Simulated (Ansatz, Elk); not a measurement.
# Be3Si2: X-ray structure factors from the self-consistent density

The structure of Be3Si2 used here is made up (a known structure type with other elements) and was relaxed beforehand with PBEsol. The aim is the Fourier transform of its all-electron density, F(hkl), set beside the sum over free spherical atoms that refinements use.

Method: DFT, PBE, all-electron APW+lo, Dirac cores, scalar-relativistic bands, static density, no spin, in Elk 11.2.3 (patched build).

The structure was built from a prototype and need not be the compound's stable phase.

### Step 1. The structure

Symmetry: P-3m1, No. 164, trigonal system. The conventional cell has a = 3.605 Å, b = 3.605 Å, c = 4.998 Å, α = 90.00°, β = 90.00°, γ = 120.00°. Nearest to Si lie 5 Be at 2.31 to 2.69 Å and 3 Si at 2.53 Å. Be has 6 Be at 2.15 Å nearest. Nearest to Be lie 6 Be at 2.15 to 2.33 Å and 5 Si at 2.31 to 2.69 Å. Farther neighbours are not listed.

### Step 2. Ground state and structure factors

An all-electron density is needed, since X-rays see the cores too. Task 0 finds the density and task 195 Fourier-transforms it; tshift is off so that phases refer to the origin typed.

File elk.in:

```
tasks
  0
  195

xctype
  20

spinpol
  .false.

rgkmax
  7.0

gmaxvr
  14.0

lmaxo
  7

lmaxapw
  8

swidth
  0.002

tshift
  .false.

ramdisk
  .false.

hmaxvr
  5.5

maxscl
  120

epspot
  1e-06

sppath
  './'

avec
  6.81306826934 -0.00000000000 -0.00000000000
  -3.40653413467 5.90029019896 0.00000000000
  -0.00000000000 0.00000000000 9.44483400384

atoms
  2
  'Si.in'
  2
  0.3333333333 0.6666666667 0.1430900960   0.000000 0.000000 0.000000
  0.6666666667 0.3333333333 0.8569099040   0.000000 0.000000 0.000000
  'Be.in'
  3
  -0.0000000000 -0.0000000000 0.5000000000   0.000000 0.000000 0.000000
  0.3333333333 0.6666666667 0.6046590959   0.000000 0.000000 0.000000
  0.6666666667 0.3333333333 0.3953409041   0.000000 0.000000 0.000000

ngridk
  7 7 5
```

Command:

```
> OMP_NUM_THREADS=4 elk
```

Numbers of over 12 decimals in the logs are rounded to 6 here.

What it wrote:

```text
┌─────────────────────────┐
│ Elk code version 11.2.3 │
└─────────────────────────┘

All units are atomic (Hartree, Bohr, etc.)

┌─────────────────────────────────────────────────┐
│ Ground-state run starting from atomic densities │
└─────────────────────────────────────────────────┘

Lattice vectors :
   6.813068269      -0.000000000      -0.000000000
  -3.406534135       5.900290199       0.000000000
  -0.000000000       0.000000000       9.444834004

Reciprocal lattice vectors :
  0.9222255023      0.5324471420       0.000000000
   0.000000000       1.064894284       0.000000000
   0.000000000       0.000000000      0.6652510044

Unit cell volume      :    379.6736371
Brillouin zone volume :   0.6533248275

Muffin-tin inner radius fraction :   0.1000000000E-01

Nuclei treated as point charges

Species : 1 (Si)
 parameters loaded from : Si.in
 name : silicon
 nuclear charge    :   -14.00000000
 electronic charge :    14.00000000
 atomic mass :    51196.73458
 muffin-tin radius :    2.200000000
 number of radial points in muffin-tin :    793
 inner part over the whole radius :   0.9899632250E-02
 number on inner part of muffin-tin    :    553
 approximate nuclear radius :   0.5963282101E-04
 number of mesh points to nuclear radius :    246
 atomic positions (lattice), magnetic fields (Cartesian) :
  1 :   0.33333333 -0.33333333  0.14309010    0.00000000  0.00000000  0.00000000
  2 :  -0.33333333  0.33333333 -0.14309010    0.00000000  0.00000000  0.00000000

Species : 2 (Be)
 parameters loaded from : Be.in
 name : beryllium
 nuclear charge    :   -4.000000000
 electronic charge :    4.000000000
 atomic mass :    16428.20280
 muffin-tin radius :    1.800000000
 number of radial points in muffin-tin :    593
 inner part over the whole radius :   0.9826427374E-02
 number on inner part of muffin-tin    :    403
 approximate nuclear radius :   0.4290726161E-04
 number of mesh points to nuclear radius :    156
 atomic positions (lattice), magnetic fields (Cartesian) :
  1 :   0.00000000  0.00000000  0.50000000    0.00000000  0.00000000  0.00000000
  2 :   0.33333333 -0.33333333 -0.39534090    0.00000000  0.00000000  0.00000000
  3 :  -0.33333333  0.33333333  0.39534090    0.00000000  0.00000000  0.00000000

Total number of atoms per unit cell :    5
Total muffin-tin volume :    162.4915496
 ratio of muffin-tin to unit cell volume :   0.4279769090

Spin treatment :
 spin-unpolarised

Number of Bravais lattice symmetries :   24
Number of crystal symmetries         :   12
Crystal has inversion symmetry
Real symmetric eigensolver will be used

k-point grid :      7     7     5
k-point offset :    0.000000000       0.000000000       0.000000000
k-point set is reduced with full crystal symmetry group
Total number of k-points :       32

Muffin-tin radius times maximum |G+k| :    7.000000000
 using average radius
Maximum |G+k| for APW functions       :    3.571428571
Maximum (1/2)|G+k|²                   :    6.377551020
Maximum |G| for potential and density :    14.00000000
Constant for pseudocharge density :    8
 order of it for each species :   15  15
 order of it for pair densities of each species (exact exchange by exxq0 0: 16) :   12   7
Radial integration step length :    1

G-vector grid sizes :     32    32    45
Number of G-vectors :    17587

Maximum angular momentum used for
 APW functions            :    8
 outer part of muffin-tin :    7
 inner part of muffin-tin :    2

Total nuclear charge    :   -40.00000000
Total core charge       :    26.00000000
Total valence charge    :    14.00000000
Total excess charge     :    0.000000000
Total electronic charge :    40.00000000

Effective Wigner radius, rₛ :    1.313471380

Number of empty states         :     20
Total number of valence states :     28
Total number of core states    :     26

Third-order local-orbitals added for an l without core states : T
Total number of local-orbitals :     29

Exchange-correlation functional :     20     0     0
[...]
exchange                    :     -48.948012336478
 correlation                 :     -1.533224
 electron entropic           :    -0.47912797198836E-03
 total energy                :     -625.71835543089

Density of states at Fermi energy :    35.90972695
 (states/Hartree/unit cell)

Estimated indirect band gap :   0.6444540705E-03
 from k-point 7 to k-point 24
Estimated direct band gap   :   0.8295526059E-02
 at k-point 7

Charges :
 core                        :    26.00000000
 valence                     :    14.00000000
 interstitial                :    6.982920696
 muffin-tins (core leakage)
  species : 1 (Si)
   atom 1                    :    12.06193887     (  0.1392070405E-02)
[...]
species : 2 (Be)
[...]
total in muffin-tins        :    33.01707930
 total calculated charge     :    39.99358377
 total charge                :    40.00000000
 error                       :   0.6416228924E-02

RMS change in Kohn-Sham potential (target) :    7.028207519     (  0.1000000000E-05)
Absolute change in total energy (target)   :   0.8081329747     (  0.1000000000E-03)

[... loops 3 to 14 left out ...]

┌──────────────────┐
│ Loop number : 15 │
└──────────────────┘

Energies :
 Fermi                       :     0.296703
 sum of occupied eigenvalues :     -334.68574158199
 electron kinetic            :      625.70420365470
 core electron kinetic       :      611.17209005253
 Coulomb                     :     -1199.5072069160
 Coulomb potential           :     -895.22995125638
 nuclear-nuclear             :     -128.72537458703
 electron-nuclear            :     -1249.0975964166
 Hartree                     :      178.31576408762
 Madelung                    :     -751.89223128786
 xc potential                :     -65.159993980314
 exchange                    :     -48.980900931517
 correlation                 :     -1.533499
 electron entropic           :    -0.46315943629061E-03
 total energy                :     -624.31786615307

Density of states at Fermi energy :    34.44714077
 (states/Hartree/unit cell)

Estimated indirect band gap :   0.2650496888E-02
 from k-point 2 to k-point 30
Estimated direct band gap   :   0.1327570557E-01
 at k-point 7

Charges :
 core                        :    26.00000000
 valence                     :    14.00000000
 interstitial                :    6.927066636
 muffin-tins (core leakage)
  species : 1 (Si)
[...]
species : 2 (Be)
[...]
total in muffin-tins        :    33.07293336
 total calculated charge     :    39.99370531
 total charge                :    40.00000000
 error                       :   0.6294689150E-02

RMS change in Kohn-Sham potential (target) :   0.8474288348E-06 (  0.1000000000E-05)
Absolute change in total energy (target)   :   0.9561787010E-05 (  0.1000000000E-03)

Convergence targets achieved

┌──────────────────┐
│ Loop number : 16 │
└──────────────────┘

Energies :
 Fermi                       :     0.296703
 sum of occupied eigenvalues :     -334.68574244426
 electron kinetic            :      625.70420339615
 core electron kinetic       :      611.17208952085
 Coulomb                     :     -1199.5072075475
 Coulomb potential           :     -895.22995120085
 nuclear-nuclear             :     -128.72537458703
 electron-nuclear            :     -1249.0975977302
 Hartree                     :      178.31576476973
 Madelung                    :     -751.89223194705
 xc potential                :     -65.159994639557
 exchange                    :     -48.980900982238
 correlation                 :     -1.533499
 electron entropic           :    -0.46315937900685E-03
 total energy                :     -624.31786709281

Density of states at Fermi energy :    34.44713620
 (states/Hartree/unit cell)

Estimated indirect band gap :   0.2650498384E-02
 from k-point 2 to k-point 30
Estimated direct band gap   :   0.1327571051E-01
 at k-point 7

Charges :
 core                        :    26.00000000
 valence                     :    14.00000000
 interstitial                :    6.927066587
 muffin-tins (core leakage)
  species : 1 (Si)
[...]
species : 2 (Be)
   atom 1                    :    2.849975535     (  0.1162293113E-02)
   atom 2                    :    2.875901421     (  0.1167520748E-02)
   atom 3                    :    2.875901421     (  0.1167520748E-02)
 total in muffin-tins        :    33.07293341
 total calculated charge     :    39.99370531
 total charge                :    40.00000000
 error                       :   0.6294688996E-02

┌──────────────────────────────┐
│ Self-consistent loop stopped │
└──────────────────────────────┘

Warning : core states of species 1 leak from the muffin-tin :   0.1336927931E-02

Warning : core states of species 2 leak from the muffin-tin :   0.1167520748E-02

Wrote STATE.OUT
```

Elapsed: 14 s, on 4 threads of Arm Neoverse V1, shared host; peak memory 0.2 GiB.

SFACRHO.OUT:

```text

h k l indices transformed by vhmat matrix:
   1.000000000       0.000000000       0.000000000    
   0.000000000       1.000000000       0.000000000    
   0.000000000       0.000000000       1.000000000    

      h      k      l  multipl.   |H|            Re(F)            Im(F)           |F|

      0      0      0      1   0.0000000       39.999998     -0.28905010E-17   39.999998    
      0      0      1      2  0.66525100       6.8497874      0.11526004E-14   6.8497874    
     -1      1      0      6   1.0648943      -10.680605     -0.55983446E-14   10.680605    
      1      0      1      6   1.2556109      -17.760230      0.46104014E-14   17.760230    
     -1      0      1      6   1.2556109       4.4226119      0.36224582E-14   4.4226119    
      0      0     -2      2   1.3305020     -0.91000220      0.23052007E-14  0.91000220    
     -1      0     -2      6   1.7041817      -14.430076     -0.13995861E-14   14.430076    
     -1      1     -2      6   1.7041817       21.047488      0.10208746E-13   21.047488    
      1      1      0      6   1.8444510       21.959513      0.67460308E-15   21.959513    
      1     -2     -1     12   1.9607546       5.9228153     -0.77388881E-14   5.9228153    
      0      0      3      2   1.9957530      -15.050897      0.32931439E-15   15.050897    
      2      0      0      6   2.1297886      -7.8238052      0.47750586E-14   7.8238052    
     -2      2      1      6   2.2312683       3.8086495      0.59276589E-14   3.8086495    
     -2      2     -1      6   2.2312683      -14.013550     -0.12102304E-13   14.013550    
      1      0      3      6   2.2620853       1.5217924      0.49397158E-15   1.5217924    
      0      1      3      6   2.2620853       7.9296346      0.39929369E-14   7.9296346    
     -2      1      2     12   2.2742548      -1.0766471     -0.39517726E-14   1.0766471    
      2     -2      2      6   2.5112218      -12.291370      0.10126417E-13   12.291370
```

Elk indexes on the primitive cell of elk.in and gives |H| = 4π sin θ/λ in inverse bohr. Below, one row stands for each form hkl of the conventional cell (m members, Friedel mates merged), F is for one primitive cell and the density is static (no thermal factor). Free-atom factors are Waasmaier and Kirfel's, and R is Σm||F|−|F'||/Σm|F|.

| hkl | m | sin θ/λ (Å⁻¹) | abs F, DFT | neutral atoms | diff. |
| --- | --- | --- | --- | --- | --- |
| 001 | 2 | 0.100 | 6.850 | 7.185 | -0.335 |
| 100 | 6 | 0.160 | 10.681 | 10.521 | +0.159 |
| 101 | 6 | 0.189 | 17.760 | 17.755 | +0.005 |
| 011 | 6 | 0.189 | 4.423 | 4.553 | -0.130 |
| 002 | 2 | 0.200 | 0.910 | 1.259 | -0.349 |
| 102 | 6 | 0.256 | 14.430 | 14.504 | -0.073 |
| 012 | 6 | 0.256 | 21.047 | 21.157 | -0.109 |
| 110 | 6 | 0.277 | 21.959 | 22.233 | -0.273 |
| 111 | 12 | 0.295 | 5.923 | 5.916 | +0.007 |
| 003 | 2 | 0.300 | 15.051 | 15.226 | -0.175 |
| 200 | 6 | 0.320 | 7.824 | 8.006 | -0.182 |
| 201 | 6 | 0.336 | 3.809 | 3.695 | +0.114 |
| 021 | 6 | 0.336 | 14.014 | 14.137 | -0.124 |
| 103 | 6 | 0.340 | 1.522 | 1.562 | -0.040 |

### Step 3. The highest occupied states alone

An energy window below the Fermi level keeps the highest occupied states, to see at which angles they scatter; shallow core shells can lie inside it and anion s states outside. No new self-consistency is needed.

Changes to elk.in since step 2:

```diff
@@ -1,3 +1,2 @@
 tasks
-  0
   195
@@ -40,2 +39,5 @@
 
+wsfac
+  -0.144290 0.596700
+
 sppath
```

Command:

```
> OMP_NUM_THREADS=4 elk
```

What it wrote:

```text
┌─────────────────────────────────┐
│ Elk code version 11.2.3 started │
└─────────────────────────────────┘

Info(readinput): the functional depends on the density's gradient
 muffin-tin radial points multiplied by    2.00000
 (not where nrmtscf is given)

┌────────────────────┐
│ Current task : 195 │
└────────────────────┘

Info(sfacrho): density structure factors written to SFACRHO.OUT

 Energy window :  -0.1442900000      0.5967000000

┌──────────────────┐
│ Elk code stopped │
└──────────────────┘
```

It took 4.4 s on 4 threads; peak memory 0.2 GiB; 5.2 s of CPU time.

States within 12 eV below the Fermi level hold 13.57 electrons; any levels below the window count with the cores, and a count that is not whole means the window cuts a band. Their amplitudes can exceed the total, where window and core parts have opposite phase:

```
hkl  sin θ/λ (Å⁻¹)  abs F, window  abs F, all
001          0.100          0.353       6.850
100          0.160          1.175      10.681
101          0.189          1.003      17.760
011          0.189          0.012       4.423
002          0.200          0.411       0.910
102          0.256          0.051      14.430
012          0.256          0.085      21.047
110          0.277          0.301      21.959
111          0.295          0.005       5.923
003          0.300          0.268      15.051
```

### Step 4. Another functional

The difference from free atoms is small, so it is set against the change that LDA (Perdew-Wang) makes.

Changes to elk.in since step 3:

```diff
@@ -1,2 +1,3 @@
 tasks
+  0
   195
@@ -4,3 +5,3 @@
 xctype
-  20
+  3
 
@@ -39,5 +40,2 @@
 
-wsfac
-  -0.144290 0.596700
-
 sppath
```

Command:

```
> OMP_NUM_THREADS=4 elk
```

What it wrote:

```text
┌─────────────────────────┐
│ Elk code version 11.2.3 │
└─────────────────────────┘

All units are atomic (Hartree, Bohr, etc.)

┌─────────────────────────────────────────────────┐
│ Ground-state run starting from atomic densities │
└─────────────────────────────────────────────────┘

Lattice vectors :
   6.813068269      -0.000000000      -0.000000000
  -3.406534135       5.900290199       0.000000000
  -0.000000000       0.000000000       9.444834004

Reciprocal lattice vectors :
  0.9222255023      0.5324471420       0.000000000
[...]
species : 2 (Be)
[...]
atom 2                    :    2.882985817     (  0.1272397653E-02)
   atom 3                    :    2.882985817     (  0.1272397653E-02)
 total in muffin-tins        :    33.12817113
 total calculated charge     :    39.99333281
 total charge                :    40.00000000
 error                       :   0.6667188546E-02

┌──────────────────────────────┐
│ Self-consistent loop stopped │
└──────────────────────────────┘

Warning : core states of species 1 leak from the muffin-tin :   0.1365135178E-02

Warning : core states of species 2 leak from the muffin-tin :   0.1272397653E-02

Wrote STATE.OUT
[key lines of the parts left out:]
total energy                :     -621.83387254479
```

It took 10 s on 4 threads; peak memory 0.2 GiB.

Against the first run R = 0.28 %; the largest change is -0.062 at 220.

### Step 5. Basis size

The basis and the expansions that go with it are enlarged, to see whether the differences are converged.

Changes to elk.in since step 4:

```diff
@@ -5,3 +5,3 @@
 xctype
-  3
+  20
 
@@ -11,12 +11,12 @@
 rgkmax
-  7.0
+  8.5
 
 gmaxvr
-  14.0
+  18.0
 
 lmaxo
-  7
+  9
 
 lmaxapw
-  8
+  10
```

Command:

```
> OMP_NUM_THREADS=4 elk
```

What it wrote:

```text
┌─────────────────────────┐
│ Elk code version 11.2.3 │
└─────────────────────────┘

All units are atomic (Hartree, Bohr, etc.)

┌─────────────────────────────────────────────────┐
│ Ground-state run starting from atomic densities │
└─────────────────────────────────────────────────┘

Lattice vectors :
   6.813068269      -0.000000000      -0.000000000
  -3.406534135       5.900290199       0.000000000
  -0.000000000       0.000000000       9.444834004

Reciprocal lattice vectors :
  0.9222255023      0.5324471420       0.000000000
[...]
species : 2 (Be)
[...]
atom 2                    :    2.876184389     (  0.1167596762E-02)
   atom 3                    :    2.876184389     (  0.1167596762E-02)
 total in muffin-tins        :    33.07413716
 total calculated charge     :    39.99380913
 total charge                :    40.00000000
 error                       :   0.6190870612E-02

┌──────────────────────────────┐
│ Self-consistent loop stopped │
└──────────────────────────────┘

Warning : core states of species 1 leak from the muffin-tin :   0.1336910937E-02

Warning : core states of species 2 leak from the muffin-tin :   0.1167596762E-02

Wrote STATE.OUT
[key lines of the parts left out:]
total energy                :     -624.31799646488
```

Wall time 41 s (4 threads); peak memory 0.21 GiB.

Against the first run R = 0.00 %; the largest change is -0.002 at 220.

### Step 6. Settings against the effect

```
                              run  R against the first run (%)  R against neutral atoms, low angle (%)  wall time
                    PBE, rgkmax 7                         0.00                                    0.95       14 s
                LDA (Perdew-Wang)                         0.28                                    0.93       10 s
rgkmax 8.5 with larger expansions                         0.00                                    0.95       41 s
```

### Step 7. Outcome

| Item | Value |
| --- | --- |
| R against neutral atoms, sin θ/λ < 0.3 Å⁻¹ | 0.95 % |
| R against neutral atoms, 0.3 to 0.83 Å⁻¹ | 0.50 % |

**Reading.** Independent neutral atoms miss the calculated amplitudes by R = 0.95 % below 0.3 Å⁻¹ and 0.50 % from there to 0.83 Å⁻¹; by shells, 4.90 % below 0.15 Å⁻¹ (1 form), 0.86 % 0.15 to 0.3 (8 forms), 0.43 % 0.3 to 0.45 (18 forms), 0.52 % above 0.45 (99 forms). Bonding, aspherical density and the tables' own atoms all enter these figures, and the runs don't part them. The largest change of an amplitude is -0.35 electrons, at 002. Weak lines can change much in proportion: 002 goes from 1.26 to 0.91. The window's part falls from 13.6 electrons at the origin to at most 0.20 between 0.45 and 0.83 Å⁻¹. Below 0.3 Å⁻¹ the changes that finished (LDA (Perdew-Wang) and rgkmax 8.5 with larger expansions) move F by R = 0.07 % at most, against the 0.95 % that separates it from free atoms. The k-mesh has no finished test. Part of the difference isn't bonding: the tables are fits to free atoms and ions calculated by other methods than this functional. Thermal motion, anomalous dispersion and extinction are left out.

[Logs are printed without paths, hosts, clocks, repeated set-up lines and the standing remarks that a program may print on its own settings, such as how far it seeks lower states.]

[Hosts, paths, dates, database ids (printed as entryN), source tags and the programs' standing remarks are cut or masked in the printed files.]
